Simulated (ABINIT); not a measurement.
## CsSnI3 (Pm-3m): G0W0 in ABINIT against the exchange cutoff

How does the gap of CsSnI3 (Pm-3m) converge in the exchange cutoff?

Method: PBE and many-body steps on it, plane waves, in ABINIT 10.8.3.

## Step 1: Set-up

Symmetry: Pm-3m, No. 221, cubic system. Conventional cell: a = 6.286 Å, b = 6.286 Å, c = 6.286 Å, α = 90.00°, β = 90.00°, γ = 90.00°. Nearest to Cs lie 12 I at 4.45 Å. Nearest to Sn lie 6 I at 3.14 Å. I has 2 Sn at 3.14 Å and 4 Cs at 4.45 Å nearest. Farther neighbours and most contacts between anions are not listed.

The cell and positions are those that the Materials Project relaxed with its own functionals (PBE, PBE+U or r2SCAN), kept fixed. Spin-orbit coupling is left out unless a step names it.

## Step 2: Screening, 2×2×2 mesh, 164 bands, screening to 106.1 eV

This step: ABINIT 10.8.3; RPA screening on PBE, plane waves, norm-conserving pseudopotentials.

The RPA dielectric matrix is built and inverted for each q.

run.abi

```
acell 3*1.0 Angstrom
rprim 
  6.286228000000 0.000000000000 0.000000000000
  0.000000000000 6.286228000000 0.000000000000
  0.000000000000 0.000000000000 6.286228000000
ntypat 3
znucl 55 50 53
natom 5
typat 1 2 3 3 3
xred 
  0.500000000000 0.500000000000 0.500000000000
  0.000000000000 0.000000000000 0.000000000000
  0.500000000000 0.000000000000 0.000000000000
  0.000000000000 0.000000000000 0.500000000000
  0.000000000000 0.500000000000 0.000000000000
pp_dirpath "pseudos"
pseudos "Cs.upf, Sn.upf, I.upf"
ecut 32
ngkpt 2 2 2
nshiftk 1
shiftk 0 0 0
kptopt 1
chksymbreak 0
istwfk *1
occopt 1
irdwfk 1
optdriver 3
nband 164
ecuteps 3.9
inclvkb 2
awtr 1
symchi 1
indata_prefix "in"
outdata_prefix "out"
tmpdata_prefix "tmp"
```

Command:

```
$ OMP_NUM_THREADS=1 mpirun -n 8 abinit run.abi > log
```

What it wrote:

```text
.Version 10.8.3 of ABINIT. v10.8.2 released Aug 2026.

 Symmetries : space group Pm -3 m (#221); Bravais cP (primitive cubic)
[... echo of the input left out ...]
== DATASET  1 ==================================================================
-   mpi_nproc: 8, omp_nthreads: 1 (-1 if OMP is not activated)

--- !DatasetInfo
iteration_state: {dtset: 1, }
dimensions: {natom: 5, nkpt: 4, mband: 164, nsppol: 1, nspinor: 1, nspden: 1, mpw: 14592, }
cutoff_energies: {ecut:  32.0, pawecutdg:  -1.0, }
electrons: {nelect:   4.40000000E+01, charge:   0.00000000E+00, occopt:   1.00000000E+00, tsmear:   1.00000000E-02, }

 SCREENING: Calculation of the susceptibility and dielectric matrices

 Based on a program developped by R.W. Godby, V. Olevano, G. Onida, and L. Reining.
 Incorporated in ABINIT by V. Olevano, G.-M. Rignanese, and M. Torrent.
.Using double precision arithmetic ; gwpc =  8

[... cell and pseudopotentials left out ...]
--------------------------------------------------------------------------------

 ==== K-mesh for the wavefunctions ====
 Number of points in the irreducible wedge :     4
[... list of points left out ...]
 Together with 48 symmetry operations and time-reversal symmetry
 yields     8 points in the full Brillouin Zone.

 ==== Q-mesh for the screening function ====
 Number of points in the irreducible wedge :     4
[... list of points left out ...]
 Together with 48 symmetry operations and time-reversal symmetry
 yields     8 points in the full Brillouin Zone.

 setmesh: FFT mesh size selected  =    45x   45x   45
          total number of points  =        91125

 vcoul_init : cutoff-mode = AUXILIARY_FUNCTION
 q-points for optical limit:   1
     1)      0.000010    0.000020    0.000030

- screening: taking advantage of time-reversal symmetry
- Maximum band index for partially occupied states nbvw = 22
- Remaining bands to be divided among processors   nbcw = 142
- Number of bands treated by each node ~17

 Number of electrons calculated from density =   44.0000; Expected =   44.0000
 average of density, n =  0.026247
 r_s =    2.0874
 omega_plasma =   15.6278 [eV]

 calculating chi0 at frequencies [eV] :
  1    0.000000E+00    0.000000E+00
  2    0.000000E+00    1.562782E+01

--------------------------------------------------------------------------------
  q-point number  1        q = ( 0.000000, 0.000000, 0.000000) [r.l.u.]
--------------------------------------------------------------------------------
[... chi0 elements left out ...]
 For q-point:  0.000010 0.000020 0.000030
  dielectric constant = 113.3101
  dielectric constant without local fields = 142.5424

  Average fulfillment of the sum rule on Im[epsilon] for q-point    1 :     73.98  [%]
[... wings left out ...]
  q-point number  2        q = ( 0.500000, 0.000000, 0.000000) [r.l.u.]
--------------------------------------------------------------------------------
[... chi0 elements left out ...]
  Average fulfillment of the sum rule on Im[epsilon] for q-point    2 :     81.60  [%]

 [... 2 further q-points ...]
```

The job ended after 40 s (8 MPI ranks of Intel Xeon Platinum 8488C (Sapphire Rapids), shared host; peak memory 4.2 GiB).

Numbers from this step:

```yaml
eps_infinity_with_local_fields_on_this_mesh_along_the_program_s_q_direction: 113.3
the_same_without_local_fields: 142.5
plasma_frequency: 15.63 eV
plane_waves_in_the_screening_matrix: 619
```

Local fields lower ε∞ by 21 %. The value itself is an artefact of the mesh, where one narrow direct gap carries too much weight.

## Step 3: 3.2 Ha

This step: G0W0 on PBE, plane waves, norm-conserving pseudopotentials.

Edit run.abi of step 2 so:

```diff
@@ -26,8 +26,17 @@
 irdwfk 1
-optdriver 3
+optdriver 4
 nband 164
+gwcalctyp 0
+ecutsigx 3.2
+symsigma 1
+nkptgw 2
+kptgw 
+  0.5000000000 0.5000000000 0.5000000000
+  0.0000000000 0.0000000000 0.0000000000
+bdgw 
+  19 25
+  20 25
 ecuteps 3.9
-inclvkb 2
-awtr 1
-symchi 1
+irdscr 1
+ppmodel 1
 indata_prefix "in"
```

What it wrote:

```text
.Version 10.8.3 of ABINIT. v10.8.2 released Aug 2026.

 Symmetries : space group Pm -3 m (#221); Bravais cP (primitive cubic)
[... echo of the input left out ...]
== DATASET  1 ==================================================================
-   mpi_nproc: 8, omp_nthreads: 1 (-1 if OMP is not activated)

--- !DatasetInfo
iteration_state: {dtset: 1, }
dimensions: {natom: 5, nkpt: 4, mband: 164, nsppol: 1, nspinor: 1, nspden: 1, mpw: 14592, }
cutoff_energies: {ecut:  32.0, pawecutdg:  -1.0, }
electrons: {nelect:   4.40000000E+01, charge:   0.00000000E+00, occopt:   1.00000000E+00, tsmear:   1.00000000E-02, }

 SIGMA: Calculation of the GW corrections

 Based on a program developped by R.W. Godby, V. Olevano, G. Onida, and L. Reining.
 Incorporated in ABINIT by V. Olevano, G.-M. Rignanese, and M. Torrent.
.Using double precision arithmetic ; gwpc =  8

[... cell and pseudopotentials left out ...]
--------------------------------------------------------------------------------

 ==== K-mesh for the wavefunctions ====
 Number of points in the irreducible wedge :     4
[... list of points left out ...]
 Together with 48 symmetry operations and time-reversal symmetry
 yields     8 points in the full Brillouin Zone.

 ==== Q-mesh for screening function ====
 Number of points in the irreducible wedge :     4
[... list of points left out ...]
 Together with 48 symmetry operations and time-reversal symmetry
 yields     8 points in the full Brillouin Zone.

 vcoul_init : cutoff-mode = AUXILIARY_FUNCTION
 q-points for optical limit:   1
     1)      0.000010    0.000020    0.000030
 setmesh: FFT mesh size selected  =    40x   40x   40
          total number of points  =        64000

 Number of electrons calculated from density =   44.0000; Expected =   44.0000
 average of density, n =  0.026247
 r_s =    2.0874
 omega_plasma =   15.6278 [eV]

 === KS Band Gaps ===
  >>>> For spin  1
   Minimum direct gap =   0.4710 [eV], located at k-point      :   0.5000  0.5000  0.5000
   Fundamental gap    =   0.4710 [eV], Top of valence bands at :   0.5000  0.5000  0.5000
                                       Bottom of conduction at :   0.5000  0.5000  0.5000
 SIGMA fundamental parameters:
 PLASMON POLE MODEL  1
 number of plane-waves for SigmaX                  461
 number of plane-waves for SigmaC and W            461
 number of plane-waves for wavefunctions         14411
 number of bands                                   164
 number of independent spin polarizations            1
 number of spinorial components                      1
 number of k-points in IBZ                           4
 number of q-points in IBZ                           4
 number of symmetry operations                      48
 number of k-points in BZ                            8
 number of q-points in BZ                            8
 number of frequencies for dSigma/dE                 9
 frequency step for dSigma/dE [eV]                0.25
 number of omega for Sigma on real axis              0
 max omega for Sigma on real axis  [eV]           0.00
 zcut for avoiding poles [eV]                     0.10

 EPSILON^-1 parameters (SCR file):
 dimension of the eps^-1 matrix on file            619
 dimension of the eps^-1 matrix used               461
 number of plane-waves for wavefunctions         14411
 number of bands                                   164
 number of q-points in IBZ                           4
 number of frequencies                               2
 number of real frequencies                          1
 number of imag frequencies                          1

 matrix elements of self-energy operator (all in [eV])

 Perturbative Calculation

--- !SelfEnergy_ee
iteration_state: {dtset: 1, }
kpoint     : [   0.500,    0.500,    0.500, ]
spin       : 1
KS_gap     :    0.471
QP_gap     :    0.621
Delta_QP_KS:    0.150
data: !SigmaeeData |
     Band     E0 <VxcDFT>   SigX SigC(E0)      Z dSigC/dE  Sig(E)    E-E0       E
       19   0.434 -11.246 -13.966   2.418   0.767  -0.304 -11.478  -0.232   0.202
       20   0.434 -11.246 -13.966   2.418   0.767  -0.304 -11.478  -0.232   0.202
       21   0.434 -11.246 -13.966   2.418   0.767  -0.304 -11.478  -0.232   0.202
       22   1.957 -12.174 -13.186   1.364   0.776  -0.289 -11.901   0.273   2.230
       23   2.428  -9.575  -6.164  -2.868   0.781  -0.281  -9.151   0.423   2.851
       24   2.428  -9.575  -6.164  -2.868   0.781  -0.281  -9.151   0.423   2.851
[...]
--- !SelfEnergy_ee
iteration_state: {dtset: 1, }
kpoint     : [   0.000,    0.000,    0.000, ]
spin       : 1
KS_gap     :    4.306
QP_gap     :    4.696
Delta_QP_KS:    0.390
data: !SigmaeeData |
     Band     E0 <VxcDFT>   SigX SigC(E0)      Z dSigC/dE  Sig(E)    E-E0       E
[...]
23   4.321  -5.729  -2.318  -3.243   0.820  -0.220  -5.591   0.138   4.459
       24   5.326  -6.045  -2.560  -3.177   0.819  -0.221  -5.792   0.252   5.579
       25   5.326  -6.045  -2.560  -3.177   0.819  -0.221  -5.792   0.252   5.579

== END DATASET(S) ==============================================================
================================================================================

 -outvars: echo values of variables after computation  --------
           etotal      0.0000000000E+00
            nband         164
             nkpt           4
          spgroup         221
 [... the other variables as echoed above ...]

 Calculation completed.
```

Elapsed: 14 s, on 8 MPI ranks; peak memory 2.5 GiB; 1.8 min of CPU time.

This step gave:

```yaml
g0w0_gap_on_the_points_computed: 0.621 eV
starting_gap_on_the_mesh: 0.4710 eV
k_of_the_valence_top: 0.5, 0.5, 0.5
k_of_the_conduction_bottom: 0.5, 0.5, 0.5
z_at_the_valence_top: 0.776
z_at_the_conduction_bottom: 0.781
least_direct_g0w0_gap_on_the_computed_points: 0.621 eV
```

## Step 4: 6.4 Ha

Edit run.abi of step 3 so:

```diff
@@ -29,3 +29,3 @@
 gwcalctyp 0
-ecutsigx 3.2
+ecutsigx 6.4
 symsigma 1
```

What it wrote:

```text
.Version 10.8.3 of ABINIT. v10.8.2 released Aug 2026.

 Symmetries : space group Pm -3 m (#221); Bravais cP (primitive cubic)
[... echo of the input left out ...]
== DATASET  1 ==================================================================
-   mpi_nproc: 8, omp_nthreads: 1 (-1 if OMP is not activated)

--- !DatasetInfo
iteration_state: {dtset: 1, }
dimensions: {natom: 5, nkpt: 4, mband: 164, nsppol: 1, nspinor: 1, nspden: 1, mpw: 14592, }
cutoff_energies: {ecut:  32.0, pawecutdg:  -1.0, }
electrons: {nelect:   4.40000000E+01, charge:   0.00000000E+00, occopt:   1.00000000E+00, tsmear:   1.00000000E-02, }

 SIGMA: Calculation of the GW corrections

 Based on a program developped by R.W. Godby, V. Olevano, G. Onida, and L. Reining.
 Incorporated in ABINIT by V. Olevano, G.-M. Rignanese, and M. Torrent.
.Using double precision arithmetic ; gwpc =  8

[... cell and pseudopotentials left out ...]
--------------------------------------------------------------------------------

 ==== K-mesh for the wavefunctions ====
 Number of points in the irreducible wedge :     4
[... list of points left out ...]
 Together with 48 symmetry operations and time-reversal symmetry
 yields     8 points in the full Brillouin Zone.

 ==== Q-mesh for screening function ====
 Number of points in the irreducible wedge :     4
[... list of points left out ...]
 Together with 48 symmetry operations and time-reversal symmetry
 yields     8 points in the full Brillouin Zone.

 vcoul_init : cutoff-mode = AUXILIARY_FUNCTION
 q-points for optical limit:   1
     1)      0.000010    0.000020    0.000030
 setmesh: FFT mesh size selected  =    45x   45x   45
          total number of points  =        91125

 Number of electrons calculated from density =   44.0000; Expected =   44.0000
[...]
number of omega for Sigma on real axis              0
 max omega for Sigma on real axis  [eV]           0.00
 zcut for avoiding poles [eV]                     0.10

 EPSILON^-1 parameters (SCR file):
 dimension of the eps^-1 matrix on file            619
 dimension of the eps^-1 matrix used               619
 number of plane-waves for wavefunctions         14411
 number of bands                                   164
 number of q-points in IBZ                           4
 number of frequencies                               2
 number of real frequencies                          1
 number of imag frequencies                          1

 matrix elements of self-energy operator (all in [eV])

 Perturbative Calculation

--- !SelfEnergy_ee
iteration_state: {dtset: 1, }
kpoint     : [   0.500,    0.500,    0.500, ]
spin       : 1
KS_gap     :    0.471
QP_gap     :    0.796
Delta_QP_KS:    0.325
data: !SigmaeeData |
     Band     E0 <VxcDFT>   SigX SigC(E0)      Z dSigC/dE  Sig(E)    E-E0       E
       19   0.434 -11.246 -14.010   2.410   0.766  -0.305 -11.517  -0.271   0.163
       20   0.434 -11.246 -14.010   2.410   0.766  -0.305 -11.517  -0.271   0.163
       21   0.434 -11.246 -14.010   2.410   0.766  -0.305 -11.517  -0.271   0.163
[...]
--- !SelfEnergy_ee
iteration_state: {dtset: 1, }
kpoint     : [   0.000,    0.000,    0.000, ]
spin       : 1
KS_gap     :    4.306
QP_gap     :    4.717
Delta_QP_KS:    0.411
data: !SigmaeeData |
     Band     E0 <VxcDFT>   SigX SigC(E0)      Z dSigC/dE  Sig(E)    E-E0       E
[...]
24   5.326  -6.045  -2.591  -3.175   0.819  -0.221  -5.817   0.228   5.554
       25   5.326  -6.045  -2.591  -3.175   0.819  -0.221  -5.817   0.228   5.554

== END DATASET(S) ==============================================================
================================================================================

 -outvars: echo values of variables after computation  --------
           etotal      0.0000000000E+00
            nband         164
             nkpt           4
          spgroup         221
 [... the other variables as echoed above ...]

 Calculation completed.
```

The job ended after 21 s (8 MPI ranks; peak memory 3.3 GiB).

Numbers from this step:

```
G0W0 gap on the points computed              : 0.7970 eV
starting gap on the mesh                     : 0.4710 eV
k of the valence top                         : 0.5, 0.5, 0.5
k of the conduction bottom                   : 0.5, 0.5, 0.5
Z at the valence top                         : 0.776
Z at the conduction bottom                   : 0.78
least direct G0W0 gap on the computed points : 0.7970 eV
```

## Step 5: 12.8 Ha

The self-energy is evaluated for the states that the input lists, and the levels follow from it, in one-shot runs by the linearised quasiparticle equation.

Edit run.abi of step 4 so:

```diff
@@ -29,3 +29,3 @@
 gwcalctyp 0
-ecutsigx 6.4
+ecutsigx 12.8
 symsigma 1
```

What it wrote:

```text
.Version 10.8.3 of ABINIT. v10.8.2 released Aug 2026.

 Symmetries : space group Pm -3 m (#221); Bravais cP (primitive cubic)
[... echo of the input left out ...]
== DATASET  1 ==================================================================
-   mpi_nproc: 8, omp_nthreads: 1 (-1 if OMP is not activated)

--- !DatasetInfo
iteration_state: {dtset: 1, }
dimensions: {natom: 5, nkpt: 4, mband: 164, nsppol: 1, nspinor: 1, nspden: 1, mpw: 14592, }
cutoff_energies: {ecut:  32.0, pawecutdg:  -1.0, }
[...]
Band     E0 <VxcDFT>   SigX SigC(E0)      Z dSigC/dE  Sig(E)    E-E0       E
[...]
24   5.326  -6.045  -2.592  -3.175   0.819  -0.221  -5.817   0.227   5.554
       25   5.326  -6.045  -2.592  -3.175   0.819  -0.221  -5.817   0.227   5.554

== END DATASET(S) ==============================================================
================================================================================

 -outvars: echo values of variables after computation  --------
           etotal      0.0000000000E+00
            nband         164
             nkpt           4
          spgroup         221
 [... the other variables as echoed above ...]

 Calculation completed.
```

Wall time 22 s (8 MPI ranks); peak memory 3.3 GiB.

Numbers from this step:

```
G0W0 gap on the points computed              : 0.8 eV
starting gap on the mesh                     : 0.4710 eV
k of the valence top                         : 0.5, 0.5, 0.5
k of the conduction bottom                   : 0.5, 0.5, 0.5
least direct G0W0 gap on the computed points : 0.8 eV
```

The gap on the mesh goes from 0.47 eV to 0.80 eV, a correction of +0.33 eV.

[end of part 1 of 2]

[Paths, hosts, dates, memory and timing lines, banners, echoed tables and standing remarks are left out of the program output.]

[Logs are printed without paths, hosts, clocks, repeated set-up lines and the standing remarks that a program may print on its own settings, such as how far it seeks lower states.]

[Runs of the session that timed out or met a known fault of the program may be left out.]

[No measured gap is set beside runs whose start may be inverted or whose files or cutoffs have a known fault.]

[Hosts, paths, dates, database ids (printed as entryN), source tags and the programs' standing remarks are cut or masked in the printed files.]

[G0W0 gaps are taken among the corrected bands and points alone; a level outside them can change the order at an edge.]

[Where Ansatz stands beside ABINIT at settings called matched, ABINIT's density can come from a denser mesh and the files from another edition; pairs whose starting gaps differed by over 0.03 eV were left out, so agreement reads better than it is.]
